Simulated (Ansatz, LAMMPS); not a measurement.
# Static equation of state of glassy 22BaO-78TiO2 (mol %) (89 atoms)

Density of this cell: 4.03 g/cm³. The cell holds 89 atoms: 7 Ba, 25 Ti and 57 O. Its edges and angles: a = 10.865 Å, b = 10.610 Å, c = 11.014 Å, α = 90.7°, β = 91.0°, γ = 93.9°. The starting structure: 89 atoms (7 Ba, 25 Ti, 57 O) placed at random at 4.2 g/cm³, melted at 4000 K for 10 ps at fixed volume with the Morse and Coulomb pair potential with partial charges (Pedone, Malavasi, Menziani, Cormack and Segre, J. Phys. Chem. B 110, 11780 (2006)). Quenched from 4000 K to 300 K at 100 K/ps and fixed volume, held 10 ps at zero pressure.

Calculated with Ansatz 0.2.0: Kohn-Sham DFT, PBE, PAW (set soft_1), plane waves; cutoff 420 eV, Γ point, fixed occupations. Cell and atoms were relaxed first, to V0 = 14.230 Å³ an atom at a residual P0 = -0.001 GPa. The cell was then scaled evenly, and the atoms were relaxed at each volume.

```
volume (Å³/atom)  pressure (GPa)
          12.807               ?
          13.376           4.405
          13.803           2.166
          14.657          -1.930
          15.083          -3.486
```

Task: Fit the third-order Birch–Murnaghan equation to the rows given and extrapolate to the withheld row.

**Working.**

Take the Eulerian strain f = ½[(V0/V)^(2/3) − 1] and the normalised pressure F = (P − P0) / [3f(1 + 2f)^(5/2)]. The third-order Birch–Murnaghan equation is then the line F = B0 + (3/2)B0(B′ − 4) f, so u = f and v = F.

```
      u = f  v = F (GPa)
  0.0210562      62.9201
  0.0102568      66.9474
-0.00975639      69.2313
 -0.0190508      67.1832
```

With n = 4: mean u = 6.2646e-4, mean v = 66.5705, Σ(u − ū)² = 0.0010051, Σ(u − ū)(v − v̄) = -0.11063. Slope b = -0.11063 / 0.0010051 = -110.07; intercept a = v̄ − b ū = 66.639.

So B0 = a = 66.6 GPa and B′ = 4 + 2b/(3a) = 2.90. At the withheld volume f = 0.03638, F = a + b f = 62.63 GPa, and P = P0 + 3f(1 + 2f)^(5/2) F.

Prediction at 12.807: 8.148 GPa. The run gave 6.919 GPa, so the fit is high by 1.2 GPa (18 % of the value).

The series isn't one smooth equation of state: even a line fitted to all rows, the withheld one included, misses F by up to 7.0 %, the count of bonds changes along the series and an atom moves over 0.5 Å in some relaxation. B0 and B′ are then only the numbers of this fit, not moduli of the material. Among the rows given, the largest miss of the fit is at 13.376, by 0.098 GPa (0.94 % of the range of the table).

Limits: Static cells at zero temperature; the cell shape is held. The program notes that the SCF threshold of these relaxations is loose for the stress. The quench rate of 100 K/ps is many orders above laboratory rates, so the cell is likely richer in defects and strain than a real sample. The network of bonds at the start is that of the classical potential that made the cell, and needn't be the one that DFT or experiment would give. Only the Γ point is sampled, in a cell whose shortest periodic width is 11 Å.

[Logs are printed without paths, hosts, clocks, repeated set-up lines and the standing remarks that a program may print on its own settings, such as how far it seeks lower states.]

[Hosts, paths, dates, database ids (printed as entryN), source tags and the programs' standing remarks are cut or masked in the printed files.]
